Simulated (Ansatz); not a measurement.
# Work function of Au(100): what the settings cost and change

Aim: the work function of Au(100) against thickness and vacuum, with the cost.

Method: plane-wave DFT, PBE, Ansatz PAW, in Ansatz 0.2.0.

This is a report of a sequence of runs, with most program output left out.

## (1) Set-up

The cell holds 1 atom: 1 Au. Its edges and angles: a = 2.885 Å, b = 2.885 Å, c = 18.000 Å, α = 90.0°, β = 90.0°, γ = 90.0°. Vacuum lies along c.

Coordinates:

```cif
data_structure
_symmetry_space_group_name_H-M 'P 1'
_symmetry_Int_Tables_number 1
_cell_length_a 2.8850
_cell_length_b 2.8850
_cell_length_c 18.0000
_cell_angle_alpha 90.000
_cell_angle_beta 90.000
_cell_angle_gamma 90.000
_cell_volume 149.82
loop_
_atom_site_label
_atom_site_type_symbol
_atom_site_fract_x
_atom_site_fract_y
_atom_site_fract_z
_atom_site_occupancy
Au1 Au 0.50000 0.50000 0.50000 1
```

## (2) Run, setting 1 layer

A work function rests on the faint tail of the density, so the SCF threshold is tight. The slab grows from one layer, at fixed mesh and 18 Å of vacuum; then the vacuum is varied on one slab.

Input file input.yaml:

```yaml
crystal:
  lattice:
    - [2.8849956672, 0.0, 0.0]
    - [0.0, 2.8849956672, 0.0]
    - [0.0, 0.0, 18.0]
  atoms:
    - { symbol: Au, position: [0.5, 0.5, 0.5] }
kpoints:
  mp_grid: { grid: [14, 14, 1] }
hamiltonian:
  xc: pbe
scf:
  occupations: { method: fermi_dirac, width: 0.1 }
  convergence: { dr2_threshold: 1.0e-09 }
efield:
  axis: 3
  dipole_correction: true
  ramp_position: 0.97
  ramp_width: 0.06
output:
  write_potential: true
  write_density: true
  volumetric_format: npy
  elf: true
```

Launch:

```bash
$ ansatz run input.yaml --threads 2 --pin off --max-ram 3072MiB --backend cpu --events-out ev --progress --plain --runs-dir out
```

Elapsed: 8.3 s, on 2 threads of Arm Neoverse N1, shared host; peak memory 0.42 GiB; 15 s of CPU time.

This step gave:

- energy at zero smearing: -13148.5284 eV
- work function, upper face: 6.004 eV

Running mean over 2.04 Å of the planar mean; the ramp of the sawtooth is left out. The electron's electrostatic potential energy less the Fermi level by z:

z (Å), electron's electrostatic potential energy less the Fermi level (eV) and a bar from the least value:
```
     2.88       6.00 ##############################
     3.31       6.00 ##############################
     3.74       6.00 ##############################
     4.18       6.00 ##############################
     4.61       6.00 ##############################
     5.04       6.00 ##############################
     5.47       6.00 ##############################
     5.90       5.98 ##############################
     6.19       5.95 ##############################
     6.62       5.82 ##############################
     7.06       5.31 ############################
     7.49       3.42 ########################
     7.92      -0.17 ###############
     8.35      -3.95 ######
     8.78      -6.21 
     9.22      -6.21 
     9.65      -3.95 ######
    10.08      -0.17 ###############
    10.51       3.41 ########################
    10.94       5.31 ############################
    11.38       5.82 ##############################
    11.81       5.95 ##############################
    12.10       5.98 ##############################
    12.53       6.00 ##############################
    12.96       6.00 ##############################
    13.39       6.00 ##############################
    13.82       6.00 ##############################
    14.26       6.00 ##############################
    14.69       6.00 ##############################
    15.12       6.00 ##############################
```

Electrostatic potential energy in the ca plane at fractional y = 0.500, with atoms of Au within 0.2 Å of it. With pseudopotentials it is smooth inside the atoms' cores, unlike the true potential.

Ten even steps from '0' (-42 eV) to '9' (3 eV), each cell a mean:
```
99999999999999999999988899999999999999999999
99999999999999999999732589999999999999999999
99999999999999999998300169999999999999999999
99999999999999999997100059999999999999999999
99999999999999999998200059999999999999999999
99999999999999999998510379999999999999999999
99999999999999999999866799999999999999999999
99999999999999999999988999999999999999999999
```
Columns run along c (18.0 Å; values clipped at the 3rd and 97th percentile), rows up along a (2.9 Å). Atoms in or near the plane, at fractional coordinates: Au at (0.50, 0.50).

ELF in the ca plane at fractional y = 0.500, with atoms of Au within 0.2 Å of it. It is the smooth field of the valence electrons, not physical close to the nuclei.

Ten even steps from '0' (0.00) to '9' (0.72), each cell a mean:
```
00000000000000000012333321000000000000000000
00000000000000000123455543100000000000000000
00000000000000000134678754210000000000000000
00000000000000000235789764210000000000000000
00000000000000000235789764210000000000000000
00000000000000000124567643210000000000000000
00000000000000000013344432100000000000000000
00000000000000000011233221000000000000000000
```
Columns run along c (18.0 Å), rows up along a (2.9 Å). Atoms in or near the plane, at fractional coordinates: Au at (0.50, 0.50).

Valence density in the ca plane at fractional y = 0.500, with atoms of Au within 0.2 Å of it. It is the smooth field of the valence electrons, not physical close to the nuclei.

Ten steps, logarithmic in the rise over the least value, from '0' (0 e/Å³) to '9' (13 e/Å³), each cell a mean:
```
00000000000000000001233210000000000000000000
00000000000000000001356421000000000000000000
00000000000000000002688741000000000000000000
00000000000000000013799852000000000000000000
00000000000000000013699841000000000000000000
00000000000000000002577631000000000000000000
00000000000000000001244320000000000000000000
00000000000000000000122210000000000000000000
```
Columns run along c (18.0 Å), rows up along a (2.9 Å). Atoms in or near the plane, at fractional coordinates: Au at (0.50, 0.50).

The work function is 6.004 eV.

## (3) Run, 2 atoms

System of this step: Au(100). The cell holds 2 atoms: 2 Au. Its edges and angles: a = 2.885 Å, b = 2.885 Å, c = 20.040 Å, α = 90.0°, β = 90.0°, γ = 90.0°. Vacuum lies along c.

input.yaml, the sections that differ from step 2:

```yaml
crystal:
  lattice:
    - [2.8849956672, 0.0, 0.0]
    - [0.0, 2.8849956672, 0.0]
    - [0.0, 0.0, 20.04]
  atoms:
    - { symbol: Au, position: [0.5, 0.5, 0.4491017964] }
    - { symbol: Au, position: [0.0, 0.0, 0.5508982036] }
output:
  write_potential: true
  write_density: true
  volumetric_format: npy
# kpoints, hamiltonian, scf, efield: as in step 2
```

The job ended after 15 s (2 threads; peak memory 0.42 GiB).

The work function is 5.334 eV, -0.670 eV from the run “1 layer”, at 1.8 times its CPU time.

## (4) Run, 3 atoms

System of this step: Au(100). The cell holds 3 atoms: 3 Au. Its edges and angles: a = 2.885 Å, b = 2.885 Å, c = 22.080 Å, α = 90.0°, β = 90.0°, γ = 90.0°. Vacuum lies along c.

input.yaml, the sections that differ from step 3:

```yaml
crystal:
  lattice:
    - [2.8849956672, 0.0, 0.0]
    - [0.0, 2.8849956672, 0.0]
    - [0.0, 0.0, 22.08]
  atoms:
    - { symbol: Au, position: [0.0, 0.0, 0.4076086957] }
    - { symbol: Au, position: [0.5, 0.5, 0.5] }
    - { symbol: Au, position: [0.0, 0.0, 0.5923913043] }
# kpoints, hamiltonian, scf, efield, output: as in step 3
```

It took 25 s on 2 threads; peak memory 0.5 GiB.

The work function is 5.168 eV, -0.166 eV from the run “2 layers”, at 1.8 times its CPU time.

## (5) Run, 4 atoms

System of this step: Au(100). The cell holds 4 atoms: 4 Au. Cell: a = 2.885 Å, b = 2.885 Å, c = 24.120 Å, α = 90.0°, β = 90.0°, γ = 90.0°. Vacuum lies along c.

input.yaml, the sections that differ from step 4:

```yaml
crystal:
  lattice:
    - [2.8849956672, 0.0, 0.0]
    - [0.0, 2.8849956672, 0.0]
    - [0.0, 0.0, 24.12]
  atoms:
    - { symbol: Au, position: [0.5, 0.5, 0.3731343284] }
    - { symbol: Au, position: [0.0, 0.0, 0.4577114428] }
    - { symbol: Au, position: [0.5, 0.5, 0.5422885572] }
    - { symbol: Au, position: [0.0, 0.0, 0.6268656716] }
# kpoints, hamiltonian, scf, efield, output: as in step 4
```

Wall time 39 s (2 threads); peak memory 0.59 GiB.

The work function is 5.095 eV, -0.074 eV from the run “3 layers”, at 1.5 times its CPU time.

## (6) Run, 5 atoms

System of this step: Au(100). The cell holds 5 atoms: 5 Au. Cell: a = 2.885 Å, b = 2.885 Å, c = 26.160 Å, α = 90.0°, β = 90.0°, γ = 90.0°. Vacuum lies along c.

input.yaml, the sections that differ from step 5:

```yaml
crystal:
  lattice:
    - [2.8849956672, 0.0, 0.0]
    - [0.0, 2.8849956672, 0.0]
    - [0.0, 0.0, 26.16]
  atoms:
    - { symbol: Au, position: [0.0, 0.0, 0.3440366972] }
    - { symbol: Au, position: [0.5, 0.5, 0.4220183486] }
    - { symbol: Au, position: [0.0, 0.0, 0.5] }
    - { symbol: Au, position: [0.5, 0.5, 0.5779816514] }
    - { symbol: Au, position: [0.0, 0.0, 0.6559633028] }
# kpoints, hamiltonian, scf, efield, output: as in step 5
```

The job ended after 46 s (2 threads; peak memory 0.7 GiB).

The work function is 5.047 eV, -0.048 eV from the run “4 layers”, at 1.2 times its CPU time.

## (7) Run, 6 atoms

System of this step: Au(100). The cell holds 6 atoms: 6 Au. Its edges and angles: a = 2.885 Å, b = 2.885 Å, c = 28.200 Å, α = 90.0°, β = 90.0°, γ = 90.0°. Vacuum lies along c.

input.yaml, the sections that differ from step 6:

```yaml
crystal:
  lattice:
    - [2.8849956672, 0.0, 0.0]
    - [0.0, 2.8849956672, 0.0]
    - [0.0, 0.0, 28.2]
  atoms:
    - { symbol: Au, position: [0.5, 0.5, 0.3191489362] }
    - { symbol: Au, position: [0.0, 0.0, 0.3914893617] }
    - { symbol: Au, position: [0.5, 0.5, 0.4638297872] }
    - { symbol: Au, position: [0.0, 0.0, 0.5361702128] }
    - { symbol: Au, position: [0.5, 0.5, 0.6085106383] }
    - { symbol: Au, position: [0.0, 0.0, 0.6808510638] }
# kpoints, hamiltonian, scf, efield, output: as in step 6
```

Run time: 64 s. Hardware: 2 threads; peak memory 0.83 GiB; 2.1 min of CPU time.

The work function is 5.059 eV, +0.013 eV from the run “5 layers”, at 1.4 times its CPU time.

## (8) Slab, 8 atoms

System of this step: Au(100). The cell holds 8 atoms: 8 Au. Cell: a = 2.885 Å, b = 2.885 Å, c = 32.280 Å, α = 90.0°, β = 90.0°, γ = 90.0°. Vacuum lies along c.

input.yaml, the sections that differ from step 7:

```yaml
crystal:
  lattice:
    - [2.8849956672, 0.0, 0.0]
    - [0.0, 2.8849956672, 0.0]
    - [0.0, 0.0, 32.28]
  atoms:
    - { symbol: Au, position: [0.5, 0.5, 0.2788104089] }
    - { symbol: Au, position: [0.0, 0.0, 0.3420074349] }
    - { symbol: Au, position: [0.5, 0.5, 0.405204461] }
    - { symbol: Au, position: [0.0, 0.0, 0.468401487] }
    - { symbol: Au, position: [0.5, 0.5, 0.531598513] }
    - { symbol: Au, position: [0.0, 0.0, 0.594795539] }
    - { symbol: Au, position: [0.5, 0.5, 0.6579925651] }
    - { symbol: Au, position: [0.0, 0.0, 0.7211895911] }
# kpoints, hamiltonian, scf, efield, output: as in step 7
```

The job ended after 1.9 min (2 threads; peak memory 1.1 GiB; 3.7 min of CPU time).

The work function is 5.075 eV, +0.015 eV from the run “6 layers”, at 1.8 times its CPU time.

## (9) Slab, 10 atoms

System of this step: Au(100). The cell holds 10 atoms: 10 Au. Cell: a = 2.885 Å, b = 2.885 Å, c = 36.360 Å, α = 90.0°, β = 90.0°, γ = 90.0°. Vacuum lies along c.

input.yaml, the sections that differ from step 8:

```yaml
crystal:
  lattice:
    - [2.8849956672, 0.0, 0.0]
    - [0.0, 2.8849956672, 0.0]
    - [0.0, 0.0, 36.36]
  atoms:
    - { symbol: Au, position: [0.5, 0.5, 0.2475247525] }
    - { symbol: Au, position: [0.0, 0.0, 0.303630363] }
    - { symbol: Au, position: [0.5, 0.5, 0.3597359736] }
    - { symbol: Au, position: [0.0, 0.0, 0.4158415842] }
    - { symbol: Au, position: [0.5, 0.5, 0.4719471947] }
    - { symbol: Au, position: [0.0, 0.0, 0.5280528053] }
    - { symbol: Au, position: [0.5, 0.5, 0.5841584158] }
    - { symbol: Au, position: [0.0, 0.0, 0.6402640264] }
    - { symbol: Au, position: [0.5, 0.5, 0.696369637] }
    - { symbol: Au, position: [0.0, 0.0, 0.7524752475] }
# kpoints, hamiltonian, scf, efield, output: as in step 8
```

It took 3 min on 2 threads; peak memory 1.5 GiB.

The work function is 5.093 eV, +0.019 eV from the run “8 layers”, at 1.6 times its CPU time.

## (10) Slab, 13 atoms

System of this step: Au(100). The cell holds 13 atoms: 13 Au. Its edges and angles: a = 2.885 Å, b = 2.885 Å, c = 42.480 Å, α = 90.0°, β = 90.0°, γ = 90.0°. Vacuum lies along c.

input.yaml, the sections that differ from step 9:

```yaml
crystal:
  lattice:
    - [2.8849956672, 0.0, 0.0]
    - [0.0, 2.8849956672, 0.0]
    - [0.0, 0.0, 42.48]
  atoms:
    - { symbol: Au, position: [0.0, 0.0, 0.2118644068] }
    - { symbol: Au, position: [0.5, 0.5, 0.2598870056] }
    - { symbol: Au, position: [0.0, 0.0, 0.3079096045] }
    - { symbol: Au, position: [0.5, 0.5, 0.3559322034] }
    - { symbol: Au, position: [0.0, 0.0, 0.4039548023] }
    - { symbol: Au, position: [0.5, 0.5, 0.4519774011] }
    - { symbol: Au, position: [0.0, 0.0, 0.5] }
    - { symbol: Au, position: [0.5, 0.5, 0.5480225989] }
    - { symbol: Au, position: [0.0, 0.0, 0.5960451977] }
    - { symbol: Au, position: [0.5, 0.5, 0.6440677966] }
    - { symbol: Au, position: [0.0, 0.0, 0.6920903955] }
    - { symbol: Au, position: [0.5, 0.5, 0.7401129944] }
    - { symbol: Au, position: [0.0, 0.0, 0.7881355932] }
# kpoints, hamiltonian, scf, efield, output: as in step 9
```

Elapsed: 5.1 min, on 2 threads; peak memory 2.1 GiB; 10 min of CPU time.

The work function is 5.069 eV, -0.025 eV from the run “10 layers”, at 1.7 times its CPU time.

## (11) Run, 7 atoms

System of this step: Au(100). The cell holds 7 atoms: 7 Au. Cell: a = 2.885 Å, b = 2.885 Å, c = 22.240 Å, α = 90.0°, β = 90.0°, γ = 90.0°. Vacuum lies along c.

input.yaml, the sections that differ from step 10:

```yaml
crystal:
  lattice:
    - [2.8849956672, 0.0, 0.0]
    - [0.0, 2.8849956672, 0.0]
    - [0.0, 0.0, 22.24]
  atoms:
    - { symbol: Au, position: [0.0, 0.0, 0.2248201439] }
    - { symbol: Au, position: [0.5, 0.5, 0.3165467626] }
    - { symbol: Au, position: [0.0, 0.0, 0.4082733813] }
    - { symbol: Au, position: [0.5, 0.5, 0.5] }
    - { symbol: Au, position: [0.0, 0.0, 0.5917266187] }
    - { symbol: Au, position: [0.5, 0.5, 0.6834532374] }
    - { symbol: Au, position: [0.0, 0.0, 0.7751798561] }
# kpoints, hamiltonian, scf, efield, output: as in step 10
```

The job ended after 69 s (2 threads; peak memory 0.77 GiB; 2.3 min of CPU time).

The work function is 5.068 eV. The program marks this work function as in doubt.

## (12) Run, 7 atoms (run 2)

The cell differs from the one that the last finished run ended in (c 22.240 → 26.240 Å).

input.yaml, the sections that differ from step 11:

```yaml
crystal:
  lattice:
    - [2.8849956672, 0.0, 0.0]
    - [0.0, 2.8849956672, 0.0]
    - [0.0, 0.0, 26.24]
  atoms:
    - { symbol: Au, position: [0.0, 0.0, 0.2667682927] }
    - { symbol: Au, position: [0.5, 0.5, 0.3445121951] }
    - { symbol: Au, position: [0.0, 0.0, 0.4222560976] }
    - { symbol: Au, position: [0.5, 0.5, 0.5] }
    - { symbol: Au, position: [0.0, 0.0, 0.5777439024] }
    - { symbol: Au, position: [0.5, 0.5, 0.6554878049] }
    - { symbol: Au, position: [0.0, 0.0, 0.7332317073] }
# kpoints, hamiltonian, scf, efield, output: as in step 11
```

Elapsed: 74 s, on 2 threads; peak memory 0.87 GiB.

The work function is 5.072 eV, +0.004 eV from the run “7 layers, 10 Å of vacuum”, at 1.1 times its CPU time.

## (13) Run, 7 atoms (run 3)

The cell differs from the one that the last finished run ended in (c 26.240 → 38.240 Å).

input.yaml, the sections that differ from step 12:

```yaml
crystal:
  lattice:
    - [2.8849956672, 0.0, 0.0]
    - [0.0, 2.8849956672, 0.0]
    - [0.0, 0.0, 38.24]
  atoms:
    - { symbol: Au, position: [0.0, 0.0, 0.339958159] }
    - { symbol: Au, position: [0.5, 0.5, 0.3933054393] }
    - { symbol: Au, position: [0.0, 0.0, 0.4466527197] }
    - { symbol: Au, position: [0.5, 0.5, 0.5] }
    - { symbol: Au, position: [0.0, 0.0, 0.5533472803] }
    - { symbol: Au, position: [0.5, 0.5, 0.6066945607] }
    - { symbol: Au, position: [0.0, 0.0, 0.660041841] }
# kpoints, hamiltonian, scf, efield, output: as in step 12
```

Wall time 1.8 min (2 threads); peak memory 1.1 GiB; 3.5 min of CPU time.

The work function is 5.072 eV, -0.000 eV from the run “7 layers, 14 Å of vacuum”, at 1.4 times its CPU time.

## (14) Side by side

Times are for 2 threads of Arm Neoverse N1, shared host. The series side by side:

```csv
no.,setting,"work function, upper face (eV)",time,memory (GiB)
1,1 layer,6.004,8.3 s,0.42
2,2 layers,5.334,15 s,0.42
3,3 layers,5.168,25 s,0.5
4,4 layers,5.095,39 s,0.59
5,5 layers,5.047,46 s,0.7
6,6 layers,5.059,64 s,0.83
7,8 layers,5.075,1.9 min,1.1
8,10 layers,5.093,3 min,1.5
9,13 layers,5.069,5.1 min,2.1
10,"7 layers, 10 Å of vacuum",5.068,69 s,0.77
11,"7 layers, 14 Å of vacuum",5.072,74 s,0.87
12,"7 layers, 26 Å of vacuum",5.072,1.8 min,1.1
```

## (15) The same run with other settings

System of this step: Au(100) monolayer. The cell holds 1 atom: 1 Au. Its edges and angles: a = 2.885 Å, b = 2.885 Å, c = 18.000 Å, α = 90.0°, β = 90.0°, γ = 90.0°. Vacuum lies along c.

An input spoilt on purpose, to show how the run answers: it repeats the earlier run “1 layer” with efield.ramp_width from 0.06 to 0.9, and scf.max_iter set to 50; its output block differs too.

input.yaml, the sections that differ from step 13:

```yaml
crystal:
  lattice:
    - [2.8849956672, 0.0, 0.0]
    - [0.0, 2.8849956672, 0.0]
    - [0.0, 0.0, 18.0]
  atoms:
    - { symbol: Au, position: [0.5, 0.5, 0.5] }
scf:
  occupations: { method: fermi_dirac, width: 0.1 }
  convergence: { dr2_threshold: 1.0e-09 }
  max_iter: 50
efield:
  axis: 3
  dipole_correction: true
  ramp_position: 0.97
  ramp_width: 0.9
# kpoints, hamiltonian, output: as in step 13
```

Run time: 0.27 s. Hardware: 2 threads; peak memory 0.22 GiB.

The input was rejected at the start.

The program's message: “Error: efield: ion 0 (Au) at fractional coordinate 0.5000 along the field axis lies inside the sawtooth ramp with 2 of the planes that the density is read on at each end, [0.9540, 0.8860] — the ramp m …”

The fault put into the input: a ramp so wide that it reaches the atoms.

## (16) What came out

```json
{"work function, 1 layer": "6.004 eV", "work function, 5 layers": "5.047 eV", "work function, 6 layers": "5.059 eV", "work function, 13 layers": "5.069 eV"}
```

**Reading.** The thickest slab gives 5.07 eV, and the settings tried spread the value from 5.05 to 6.00 eV. At 18 Å of vacuum, the slabs from 4 layers on stay within 0.03 eV of the thickest. Going from 10 to 26 Å of vacuum moves it by 0.004 eV. The program marks the value as in doubt in “7 layers, 10 Å of vacuum”. A compiled measured value is 5.22 eV (arxiv:1702.08515, 2017), but the real face reconstructs and these slabs don't, so it is no test of the method. The ladder's slabs use the tabulated experimental lattice constant (two decimals; a low-temperature value for the alkali metals). In 1 run of the series (7 layers, 10 Å of vacuum) the program warns that electrons reach the sawtooth's ramp, which makes dipole and work function less sure.

[Logs are printed without paths, hosts, clocks, repeated set-up lines and the standing remarks that a program may print on its own settings, such as how far it seeks lower states.]

[Hosts, paths, dates, database ids (printed as entryN), source tags and the programs' standing remarks are cut or masked in the printed files.]

[Maps of the electrostatic potential energy from Ansatz leave out the sawtooth potential of an applied field or a dipole correction, so their vacuum need not be flat; planar profiles and work functions include it.]
